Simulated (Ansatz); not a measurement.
# Anharmonic phonons and stability of BAs (F-43m), part 2 of 2

Wanted: self-consistent phonon frequencies, thermal pressure and a stability verdict for BAs.

Ansatz 0.2.0; DFT LDA, scalar-relativistic, plane waves, PAW; PAW set soft_1.

So far. Step 2 (A first coarse run): The start is under -3.9 GPa at this level and looks like an insulator or semiconductor on this mesh. Step 4 (Relaxing to small residual forces and stress): The residual pressure is 0.0089 GPa, small enough for phonons. The relaxed cell has a = 4.732 Å (conventional setting).

### Step 6. Self-consistent phonons

Displacements are drawn from a Gaussian whose width depends on temperature, the forces on them update the Gaussian until it is self-consistent, and the free energy's curvature decides stability.

Input file input.yaml:

```yaml
crystal:
  lattice:
    - [0.0, 2.3658283877, 2.3658283877]
    - [2.3658283877, 0.0, 2.3658283877]
    - [2.3658283877, 2.3658283877, 0.0]
  atoms:
    - { symbol: B, position: [0.0, 0.0, 0.0] }
    - { symbol: As, position: [0.25, 0.25, 0.25] }
kpoints:
  mp_grid: { grid: [6, 6, 6] }
hamiltonian:
  xc: lda
  pseudopotentials: { kind: paw, azcp: { folder: soft_1 }, xc_functional: pbe }
scf:
  occupations: { method: fixed }
  lower_state_search: "off"
output:
  stress: true
  eigenvalues: true
phonons:
  method: fd
  dielectric: false
  supercell: [2, 2, 2]
  temperatures: { t_max: 1000, t_step: 50 }
  qpath:
    path:
      - [[0.0, 0.0, 0.0], [-0.5, -0.5, 0.0], [-0.375, -0.375, 0.25]]
      - [[-0.375, 0.0, 0.375], [0.0, 0.0, 0.0], [0.0, 0.0, 0.5], [-0.5, -0.25, 0.25], [-0.5, -0.5, 0.0]]
    npoints: 10
  self_consistent:
    temperatures: [100.0, 300.0, 600.0]
    max_frames: 96
    max_frequency_error: 3.0
```

Command:

```console
$ ansatz run input.yaml --threads 8 --pin off --max-ram 16384MiB --backend cpu --events-out ev --progress --plain --runs-dir out
```

Numbers of over 12 decimals in the logs are rounded to 6 here.

Log:

```text
[...]
Crystal: 16 atoms, lattice volume = 211.870 Å³
Basis set: ecut = 420 eV, 4111 PW (Γ)
Bands: 88, of which v1, the nominal top of the filled ones, is band 72 counted from 1 (71 counted from 0)
Symmetry: 192 space group operations
k-points: 4 of 27 (time reversal used)
[...]
SCF iter   1: F=—  HF=-39388.127072 eV  |F-HF|=—  |Δ(HF+E_count)|=         —  Δρ=9.33e-9  dr2=8.00e-14  ethr=1.00e-12  ⟨swp⟩=3.0  Hψ=902  notcnv=0
[...]
SCF iter   2: F=-39388.127072 eV  HF=-39388.127072 eV  |F-HF|=0.00e0  |Δ(HF+E_count)|=    0.00e0  Δρ=6.02e-9  dr2=4.59e-14  ethr=1.00e-12  ⟨swp⟩=3.0  Hψ=812  notcnv=0
SCF 1 converged in 2 iterations: F = -39388.127072 eV  dr2 = 4.59e-14
[...]
Symmetry: 2 space group operations
k-points: 10 of 27 (time reversal used)
[...]
SCF iter   7: F=-39388.127017 eV  HF=-39388.127017 eV  |F-HF|=0.00e0  |Δ(HF+E_count)|=  7.28e-12  Δρ=4.35e-8  dr2=5.13e-12  ethr=1.00e-12  ⟨swp⟩=4.7  Hψ=3943  notcnv=0
SCF 2 converged in 7 iterations: F = -39388.127017 eV  dr2 = 5.13e-12
[...]
SCF iter   7: F=-39388.127008 eV  HF=-39388.127008 eV  |F-HF|=7.28e-12  |Δ(HF+E_count)|=  1.46e-11  Δρ=3.36e-8  dr2=2.58e-12  ethr=1.00e-12  ⟨swp⟩=4.9  Hψ=3979  notcnv=0
SCF 3 converged in 7 iterations: F = -39388.127008 eV  dr2 = 2.58e-12
[...]
── the supercell at rest and the probe, ahead of the frames of phonons at temperature ──
Symmetry: 1 space group operations
k-points: 14 of 27 (time reversal used)
[...]
SCF iter   1: F=—  HF=-39393.825279 eV  |F-HF|=—  |Δ(HF+E_count)|=         —  Δρ=7.92e-2  dr2=1.70e1  ethr=3.10e-3  ⟨swp⟩=4.6  Hψ=3774  notcnv=0  defer=170
[...]
SCF iter  10: F=-39388.127072 eV  HF=-39388.127072 eV  |F-HF|=2.91e-11  |Δ(HF+E_count)|=   4.63e-9  Δρ=4.15e-7  dr2=3.47e-10  ethr=1.11e-12  ⟨swp⟩=4.6  Hψ=4548  notcnv=0
SCF 1 converged in 10 iterations: F = -39388.127072 eV  dr2 = 3.47e-10
SCF iter   1: F=—  HF=-39393.821803 eV  |F-HF|=—  |Δ(HF+E_count)|=         —  Δρ=7.92e-2  dr2=1.70e1  ethr=3.10e-3  ⟨swp⟩=4.9  Hψ=3783  notcnv=0  defer=169
[...]
SCF iter  10: F=-39388.123418 eV  HF=-39388.123418 eV  |F-HF|=8.00e-11  |Δ(HF+E_count)|=   2.12e-9  Δρ=4.70e-7  dr2=6.28e-10  ethr=1.11e-12  ⟨swp⟩=4.4  Hψ=4422  notcnv=0
SCF 2 converged in 10 iterations: F = -39388.123418 eV  dr2 = 6.28e-10
[...]
── population 1 of phonons at temperature: 8 frames at 600 K, the first ──
── frame 1/8 of population 1 ──
SCF iter   1: F=—  HF=-39392.181416 eV  |F-HF|=—  |Δ(HF+E_count)|=         —  Δρ=7.95e-2  dr2=1.72e1  ethr=3.10e-3  ⟨swp⟩=4.4  Hψ=3791  notcnv=0  defer=169
[...]
SCF iter  11: F=-39386.486523 eV  HF=-39386.486523 eV  |F-HF|=5.09e-11  |Δ(HF+E_count)|=  1.67e-10  Δρ=3.00e-7  dr2=2.60e-10  ethr=1.11e-12  ⟨swp⟩=4.0  Hψ=4123  notcnv=0
SCF 1 converged in 11 iterations: F = -39386.486523 eV  dr2 = 2.60e-10
── frame 2/8 of population 1 ──
SCF iter   1: F=—  HF=-39392.183572 eV  |F-HF|=—  |Δ(HF+E_count)|=         —  Δρ=7.96e-2  dr2=1.72e1  ethr=3.10e-3  ⟨swp⟩=4.7  Hψ=3782  notcnv=0  defer=177
[...]
SCF iter  11: F=-39386.482856 eV  HF=-39386.482856 eV  |F-HF|=2.91e-11  |Δ(HF+E_count)|=  5.82e-11  Δρ=2.35e-7  dr2=1.54e-10  ethr=1.11e-12  ⟨swp⟩=4.0  Hψ=4312  notcnv=0
SCF 1 converged in 11 iterations: F = -39386.482856 eV  dr2 = 1.54e-10
[...]
── frame 3/8 of population 1 ──
SCF iter   1: F=—  HF=-39392.155803 eV  |F-HF|=—  |Δ(HF+E_count)|=         —  Δρ=7.88e-2  dr2=1.69e1  ethr=3.10e-3  ⟨swp⟩=4.6  Hψ=3780  notcnv=0  defer=180
[...]
SCF iter  11: F=-39386.571989 eV  HF=-39386.571989 eV  |F-HF|=5.82e-11  |Δ(HF+E_count)|=  5.82e-11  Δρ=2.95e-7  dr2=2.63e-10  ethr=1.11e-12  ⟨swp⟩=4.0  Hψ=3900  notcnv=0
SCF 1 converged in 11 iterations: F = -39386.571989 eV  dr2 = 2.63e-10
[...]
k-point 2: bands = [... 68 lower, 8.8856, 8.8856, 9.1037, 9.1037, 12.0763, 13.0741, 13.9416, 14.4421, ... 12 higher]
  k-point 3: bands = [... 68 lower, 8.1926, 8.2809, 8.2809, 9.9569, 13.3071, 13.5751, 13.5751, 14.6384, ... 12 higher]
--- The result so far, ahead of the rings of phonons at temperature, which the run's own result has too ---
--- Phonons: 2 displaced members + reference (amplitude 0.0025 Å, Σ member SCF iterations 14) ---
  symmetry images taken by strict's conditions (phonons.symmetry_images: auto; settled by the asymmetry read); asymmetry of the core-correction force 1.8e-7 eV/Å at the most on a site, 1.9e-6 eV/Å summed over every site of the supercell
  ASR residual: 8.954e-5 → 0.000e0 eV/Å²; symmetrization residual: 7.518e-5 eV/Å²
  largest component of a force at the reference: 2.4e-16 eV/Å
  ASR residual per site (eV/Å²): 8.95e-5 2.93e-5
  Γ frequencies (cm⁻¹): 0.00 0.00 0.00 701.99 701.99 701.99
  density of states and harmonic sums: on the 2×2×2 q-mesh (no non-analytic term)
  zero-point energy: 0.162156 eV/cell   skipped modes (ω ≤ 0): 3   left out of the sums: 6.25e-2 of the cell's modes: C_V's classical limit lies that fraction below 3 k_B per atom; for a crystal, a wire or a layer, F and S can be off by more, and a phonons.interpolated_qmesh denser along its periods is the remedy for the sampling
[...]
nothing is told beyond the Gaussian: the rings are not walked yet
    frequencies (cm⁻¹; below zero: imaginary; ±: error) of the harmonic crystal, of the Gaussian, of the free energy's second derivatives, each in its own ascending order
      q 0.0000 0.0000 0.0000
           701.99      701.63 ±  0.21      697.63 ±  0.34
           701.99      701.63 ±  0.21      697.63 ±  0.34
           701.99      701.63 ±  0.21      697.63 ±  0.34
      q 0.0000 0.0000 0.5000, and 3 like it
           138.19      136.53 ±  0.11      136.44 ±  0.10
           138.19      136.53 ±  0.11      136.44 ±  0.10
           312.78      312.78 ±  0.09      312.07 ±  0.09
           678.05      678.74 ±  0.09      674.98 ±  0.15
           678.05      678.74 ±  0.09      674.98 ±  0.15
           713.92      714.34 ±  0.35      711.22 ±  1.85
      q 0.0000 0.5000 0.5000, and 2 like it
           191.82      189.80 ±  0.05      189.67 ±  0.04
           191.82      189.80 ±  0.05      189.67 ±  0.04
           321.87      321.61 ±  0.22      320.89 ±  0.22
           640.58      642.39 ±  0.09      638.54 ±  0.37
           640.58      642.39 ±  0.09      638.54 ±  0.37
           741.13      741.25 ±  0.61      738.40 ±  2.26
  at 300 K
[...]
the ions' mean positions are those at rest
[...]
pressure 1.1799 ± 0.0182 GPa; at rest 0.0516, so that the ions' motion makes +1.1283
[...]
nothing is told beyond the Gaussian: the rings are not walked yet
[...]
q 0.0000 0.0000 0.0000
           701.99      700.11 ±  0.39      693.99 ±  0.39
           701.99      700.11 ±  0.39      693.99 ±  0.39
           701.99      700.11 ±  0.39      693.99 ±  0.39
      q 0.0000 0.0000 0.5000, and 3 like it
           138.19      136.43 ±  0.10      136.25 ±  0.09
           138.19      136.43 ±  0.10      136.25 ±  0.09
           312.78      312.38 ±  0.18      311.26 ±  0.17
           678.05      677.33 ±  0.20      671.76 ±  0.23
           678.05      677.33 ±  0.20      671.76 ±  0.23
           713.92      712.66 ±  0.22      708.19 ±  0.23
      q 0.0000 0.5000 0.5000, and 2 like it
[...]
at 600 K
[...]
the ions' mean positions are those at rest
[...]
pressure 1.6570 ± 0.0353 GPa; at rest 0.0516, so that the ions' motion makes +1.6053
[...]
nothing is told beyond the Gaussian: the rings are not walked yet
[...]
q 0.0000 0.0000 0.0000
[...]
q 0.0000 0.0000 0.5000, and 3 like it
[...]
q 0.0000 0.5000 0.5000, and 2 like it
[...]
ASR residual: 8.954e-5 → 0.000e0 eV/Å²; symmetrization residual: 7.518e-5 eV/Å²
  largest component of a force at the reference: 2.4e-16 eV/Å
  ASR residual per site (eV/Å²): 8.95e-5 2.93e-5
  Γ frequencies (cm⁻¹): 0.00 0.00 0.00 701.99 701.99 701.99
  density of states and harmonic sums: on the 2×2×2 q-mesh (no non-analytic term)
[...]
--- Phonons at temperature: the self-consistent harmonic approximation ---
  32 frames of 16 atoms (2×2×2 cells), in populations of 8, 8 at 600 K and 8 at 300 K and 8 at 100 K: nothing lacks frames
  at 100 K
[...]
the ions' mean positions are those at rest
[...]
pressure 1.0685 ± 0.0105 GPa; at rest 0.0516, so that the ions' motion makes +1.0169
[...]
beyond the Gaussian, in the hollow that it stands in and those that the ions reach from there, by exact statistics on the surface that is fitted to the frames (rings of 22 beads):
      free energy -0.000172 ± 0.000025 eV a cell
      leaving out a pair of frames, or group of many, changes the fitted energy by up to 0.01 k_B T, T the rings' temperature (one standard deviation); of these ± those of the frequencies lack the bias that few frames leave, and those of the mean squares the mean places' part of it
      pressure -0.0018 ± 0.0016 GPa; with it, by the rings' own mean, 1.0667 ± 0.0104, so that the ions' motion makes +1.0151: by the supercell's own 45 modes alone, as the Gaussian's
      mean square displacement, over the three axes, of site 0 from 0, B, the most changed: 0.00846 ± 0.00002 Å², of which +0.00003 beyond the Gaussian's
      softest frequency by how far the rings' centres move (above zero always: no sign of whether the crystal stands): 136.46 ± 0.11 cm⁻¹ at q 0.5000 0.5000 0.5000
[...]
q 0.0000 0.0000 0.0000
[...]
q 0.0000 0.0000 0.5000, and 3 like it
[...]
q 0.0000 0.5000 0.5000, and 2 like it
[...]
at 300 K
[...]
the ions' mean positions are those at rest
[...]
pressure 1.1799 ± 0.0182 GPa; at rest 0.0516, so that the ions' motion makes +1.1283
[...]
free energy -0.000266 ± 0.000061 eV a cell
[...]
q 0.0000 0.0000 0.0000
[...]
q 0.0000 0.0000 0.5000, and 3 like it
[...]
q 0.0000 0.5000 0.5000, and 2 like it
[...]
at 600 K
[...]
the ions' mean positions are those at rest
[...]
pressure 1.6570 ± 0.0353 GPa; at rest 0.0516, so that the ions' motion makes +1.6053
[...]
free energy -0.001021 ± 0.000081 eV a cell
[...]
pressure +0.0063 ± 0.0056 GPa; with it, by the rings' own mean, 1.6632 ± 0.0185, so that the ions' motion makes +1.6116: by the supercell's own 45 modes alone, as the Gaussian's
[...]
q 0.0000 0.0000 0.0000
[...]
q 0.0000 0.0000 0.5000, and 3 like it
[...]
678.05      675.62 ±  0.62      665.28 ±  0.72
           713.92      710.58 ±  0.54      702.38 ±  0.59
      q 0.0000 0.5000 0.5000, and 2 like it
           191.82      189.07 ±  0.37      188.48 ±  0.36
           191.82      189.07 ±  0.37      188.48 ±  0.36
           321.87      319.79 ±  0.39      317.72 ±  0.39
           640.58      640.81 ±  0.47      630.57 ±  0.57
           640.58      640.81 ±  0.47      630.57 ±  0.57
           741.13      737.27 ±  0.76      729.69 ±  0.82
```

Wall time 2.7 min (8 threads of Arm Neoverse V2, shared host); peak memory 1.1 GiB; 20 min of CPU time.

This step gave:

```yaml
point_group: -43m
frames_solved: 32
pressure_of_the_lattice_at_rest: 0.05162 GPa
```

100 K; each column in its own order of rank; one wavevector of each set of like ones; translations left out; no LO-TO term. Modes at 100K, by row:

| q1 | q2 | q3 | rank | harmonic (cm⁻¹) | gaussian (cm⁻¹) | gaussian error (cm⁻¹) | hessian (cm⁻¹) | hessian error (cm⁻¹) | path integral (cm⁻¹) | path integral error (cm⁻¹) |
| --- | --- | --- | --- | --- | --- | --- | --- | --- | --- | --- |
| 0 | 0 | 0 | 1 | 702 | 701.6 | 0.2 | 697.6 | 0.3 | 698 | 0.8 |
| 0 | 0 | 0 | 2 | 702 | 701.6 | 0.2 | 697.6 | 0.3 | 698 | 0.8 |
| 0 | 0 | 0 | 3 | 702 | 701.6 | 0.2 | 697.6 | 0.3 | 698 | 0.8 |
| 0 | 0 | 0.5 | 1 | 138.2 | 136.5 | 0.1 | 136.4 | 0.1 | 136.5 | 0.1 |
| 0 | 0 | 0.5 | 2 | 138.2 | 136.5 | 0.1 | 136.4 | 0.1 | 136.5 | 0.1 |
| 0 | 0 | 0.5 | 3 | 312.8 | 312.8 | 0.1 | 312.1 | 0.1 | 312 | 0.2 |
| 0 | 0 | 0.5 | 4 | 678 | 678.7 | 0.1 | 675 | 0.1 | 674.7 | 0.5 |
| 0 | 0 | 0.5 | 5 | 678 | 678.7 | 0.1 | 675 | 0.1 | 674.7 | 0.5 |
| 0 | 0 | 0.5 | 6 | 713.9 | 714.3 | 0.4 | 711.2 | 1.9 | 711.1 | 0.5 |
| 0 | 0.5 | 0.5 | 1 | 191.8 | 189.8 | 0 | 189.7 | 0 | 189.7 | 0.1 |
| 0 | 0.5 | 0.5 | 2 | 191.8 | 189.8 | 0 | 189.7 | 0 | 189.7 | 0.1 |
| 0 | 0.5 | 0.5 | 3 | 321.9 | 321.6 | 0.2 | 320.9 | 0.2 | 321.1 | 0.3 |
| 0 | 0.5 | 0.5 | 4 | 640.6 | 642.4 | 0.1 | 638.5 | 0.4 | 638 | 0.4 |
| 0 | 0.5 | 0.5 | 5 | 640.6 | 642.4 | 0.1 | 638.5 | 0.4 | 638 | 0.4 |
| 0 | 0.5 | 0.5 | 6 | 741.1 | 741.3 | 0.6 | 738.4 | 2.3 | 738.2 | 0.6 |

300 K; each column in its own order of rank; one wavevector of each set of like ones; translations left out; no LO-TO term. Modes at 300K, by row:

| q1 | q2 | q3 | rank | harmonic (cm⁻¹) | gaussian (cm⁻¹) | gaussian error (cm⁻¹) | hessian (cm⁻¹) | hessian error (cm⁻¹) | path integral (cm⁻¹) | path integral error (cm⁻¹) |
| --- | --- | --- | --- | --- | --- | --- | --- | --- | --- | --- |
| 0 | 0 | 0 | 1 | 702 | 700.1 | 0.4 | 694 | 0.4 | 694.4 | 1.3 |
| 0 | 0 | 0 | 2 | 702 | 700.1 | 0.4 | 694 | 0.4 | 694.4 | 1.3 |
| 0 | 0 | 0 | 3 | 702 | 700.1 | 0.4 | 694 | 0.4 | 694.4 | 1.3 |
| 0 | 0 | 0.5 | 1 | 138.2 | 136.4 | 0.1 | 136.2 | 0.1 | 136.3 | 0.1 |
| 0 | 0 | 0.5 | 2 | 138.2 | 136.4 | 0.1 | 136.2 | 0.1 | 136.3 | 0.1 |
| 0 | 0 | 0.5 | 3 | 312.8 | 312.4 | 0.2 | 311.3 | 0.2 | 311 | 0.3 |
| 0 | 0 | 0.5 | 4 | 678 | 677.3 | 0.2 | 671.8 | 0.2 | 671.8 | 0.7 |
| 0 | 0 | 0.5 | 5 | 678 | 677.3 | 0.2 | 671.8 | 0.2 | 671.8 | 0.7 |
| 0 | 0 | 0.5 | 6 | 713.9 | 712.7 | 0.2 | 708.2 | 0.2 | 708.1 | 0.7 |
| 0 | 0.5 | 0.5 | 1 | 191.8 | 189.7 | 0.1 | 189.4 | 0.1 | 189.5 | 0.2 |
| 0 | 0.5 | 0.5 | 2 | 191.8 | 189.7 | 0.1 | 189.4 | 0.1 | 189.5 | 0.2 |
| 0 | 0.5 | 0.5 | 3 | 321.9 | 321 | 0.3 | 319.9 | 0.3 | 319.9 | 0.4 |
| 0 | 0.5 | 0.5 | 4 | 640.6 | 641.6 | 0.1 | 636 | 0.2 | 636.7 | 0.9 |
| 0 | 0.5 | 0.5 | 5 | 640.6 | 641.6 | 0.1 | 636 | 0.2 | 636.7 | 0.9 |
| 0 | 0.5 | 0.5 | 6 | 741.1 | 739.4 | 0.4 | 735.2 | 0.4 | 735.5 | 1 |

600 K; each column in its own order of rank; one wavevector of each set of like ones; translations left out; no LO-TO term. Modes at 600K, by row:

| q1 | q2 | q3 | rank | harmonic (cm⁻¹) | gaussian (cm⁻¹) | gaussian error (cm⁻¹) | hessian (cm⁻¹) | hessian error (cm⁻¹) | path integral (cm⁻¹) | path integral error (cm⁻¹) |
| --- | --- | --- | --- | --- | --- | --- | --- | --- | --- | --- |
| 0 | 0 | 0 | 1 | 702 | 697.2 | 0.7 | 685.9 | 0.9 | 683.1 | 1.5 |
| 0 | 0 | 0 | 2 | 702 | 697.2 | 0.7 | 685.9 | 0.9 | 683.1 | 1.5 |
| 0 | 0 | 0 | 3 | 702 | 697.2 | 0.7 | 685.9 | 0.9 | 683.1 | 1.5 |
| 0 | 0 | 0.5 | 1 | 138.2 | 135.8 | 0.3 | 135.4 | 0.3 | 135.3 | 0.2 |
| 0 | 0 | 0.5 | 2 | 138.2 | 135.8 | 0.3 | 135.4 | 0.3 | 135.3 | 0.2 |
| 0 | 0 | 0.5 | 3 | 312.8 | 311.8 | 0.4 | 309.7 | 0.4 | 309.4 | 0.4 |
| 0 | 0 | 0.5 | 4 | 678 | 675.6 | 0.6 | 665.3 | 0.7 | 664.6 | 1.1 |
| 0 | 0 | 0.5 | 5 | 678 | 675.6 | 0.6 | 665.3 | 0.7 | 664.6 | 1.1 |
| 0 | 0 | 0.5 | 6 | 713.9 | 710.6 | 0.5 | 702.4 | 0.6 | 700.6 | 1.2 |
| 0 | 0.5 | 0.5 | 1 | 191.8 | 189.1 | 0.4 | 188.5 | 0.4 | 188.4 | 0.3 |
| 0 | 0.5 | 0.5 | 2 | 191.8 | 189.1 | 0.4 | 188.5 | 0.4 | 188.4 | 0.3 |
| 0 | 0.5 | 0.5 | 3 | 321.9 | 319.8 | 0.4 | 317.7 | 0.4 | 317.9 | 0.4 |
| 0 | 0.5 | 0.5 | 4 | 640.6 | 640.8 | 0.5 | 630.6 | 0.6 | 630.4 | 1 |
| 0 | 0.5 | 0.5 | 5 | 640.6 | 640.8 | 0.5 | 630.6 | 0.6 | 630.4 | 1 |
| 0 | 0.5 | 0.5 | 6 | 741.1 | 737.3 | 0.8 | 729.7 | 0.8 | 729.3 | 1.3 |

By temperature, by row:

| T (K) | verdict | pressure (GPa) | error (GPa) | vibrational free energy (eV/cell) | entropy (J/mol-cell/K) | free energy beyond the Gaussian (eV/cell) | mean-square displacement of the first B, sum over three axes, rings (Å²) | rings doubtful |
| --- | --- | --- | --- | --- | --- | --- | --- | --- |
| 100 | stable | 1.068 | 0.011 | 0.1603 | 5.973 | -1.72e-4 | 0.008462 | false |
| 300 | stable | 1.18 | 0.018 | 0.1246 | 28.1 | -2.66e-4 | 0.01176 | false |
| 600 | stable | 1.657 | 0.035 | -0.005126 | 53.66 | -0.00102 | 0.01917 | false |

Table of lowest frequency on the supercell's wavevectors (translations apart) by temperature:

| temperature (K) | harmonic (cm⁻¹) | gaussian (cm⁻¹) | hessian (cm⁻¹) | path integral (cm⁻¹) |
| --- | --- | --- | --- | --- |
| 100 | 138 | 136 | 136 | 136 |
| 300 | 138 | 136 | 136 | 136 |
| 600 | 138 | 136 | 135 | 135 |

Free-energy Hessian at 600 K, interpolated by phonopy, no LO-TO term. Phonon branches along the path, in cm⁻¹:

| point | branch 1 | branch 2 | branch 3 | branch 4 | branch 5 | branch 6 |
| --- | --- | --- | --- | --- | --- | --- |
| Γ | 0 | 0 | 0 | 686 | 686 | 686 |
| halfway | 126 | 126 | 223 | 663 | 663 | 711 |
| X | 188 | 188 | 318 | 631 | 631 | 730 |
| halfway | 185 | 208 | 312 | 633 | 636 | 723 |
| U | 175 | 241 | 295 | 641 | 650 | 707 |
| jump to K | 175 | 241 | 295 | 641 | 650 | 707 |
| halfway | 106 | 156 | 231 | 672 | 673 | 695 |
| Γ | 0 | 0 | 0 | 686 | 686 | 686 |
| halfway | 93 | 93 | 212 | 676 | 676 | 696 |
| L | 135 | 135 | 310 | 665 | 665 | 702 |
| halfway | 160 | 208 | 297 | 651 | 672 | 692 |
| W | 207 | 237 | 287 | 632 | 674 | 689 |
| halfway | 198 | 209 | 306 | 632 | 645 | 716 |
| X | 188 | 188 | 318 | 631 | 631 | 730 |

The phonon branches as a text plot (rows in cm⁻¹):

```
    714 |    **************                    *****        *****
    684 |*****             ********************     ********
    654 |     *****     ********               *********    ***
    623 |          ******                               *********
    593 |
    562 |
    532 |
    502 |
    471 |
    441 |
    410 |
    380 |
    350 |
    319 |          ******                        ****        ****
    289 |         *      *****                 **    ********
    258 |       **         *  **             **
    228 |     **        *** **  *                      ******
    198 |          ******     ** **         *        ** *********
    167 |    *    *      ***    *          *        * **
    137 |     ****          ****   **          *******
    106 |  ***                  ***      ** ***
     76 | ***                    *****     *
     46 | *                        ***  ***
     15 |*                           ****
         Γ           X  U|K            Γ         L        W     X
```

The highest branch reaches 730 cm⁻¹ on this path, at X. No branch goes imaginary on this path.

### Step 7. Summary of results

```json
{"100 K": "stable; softest mode 136 cm⁻¹ (harmonic 138); pressure 1.07 GPa", "300 K": "stable; softest mode 136 cm⁻¹ (harmonic 138); pressure 1.18 GPa", "600 K": "stable; softest mode 135 cm⁻¹ (harmonic 138); pressure 1.66 GPa"}
```

In words: At fixed cell BAs is judged stable at 100 K, stable at 300 K and stable at 600 K. The crystal is harmonically stable on these wavevectors; at fixed cell its lowest frequency is 138 cm⁻¹ in the harmonic picture and 135 cm⁻¹ from the free energy at 600 K. At 600 K the largest relative shift among harmonically stable modes above 20 cm⁻¹ that exceeds three times its error is at q = (0, 0, 0): 702 cm⁻¹ becomes 686 ± 0.9 cm⁻¹, matching modes by rank. The pressure column includes 0.052 GPa of the lattice at rest on the supercell's coarser k-mesh; in the Gaussian the ions' motion adds +1.61 GPa at 600 K, from the supercell's own modes alone. The cell is held fixed, the 16-atom supercell samples only its own wavevectors, and LO–TO splitting and linewidths are not included; the verdicts are statistical. The PAW files were made for PBE and are used here under another functional, for which the program regenerates the frozen cores.

[Logs are printed without paths, hosts, clocks, repeated set-up lines and the standing remarks that a program may print on its own settings, such as how far it seeks lower states.]

[Hosts, paths, dates, database ids (printed as entryN), source tags and the programs' standing remarks are cut or masked in the printed files.]

[A step with changed settings may run another functional than the one named; its input shows which.]
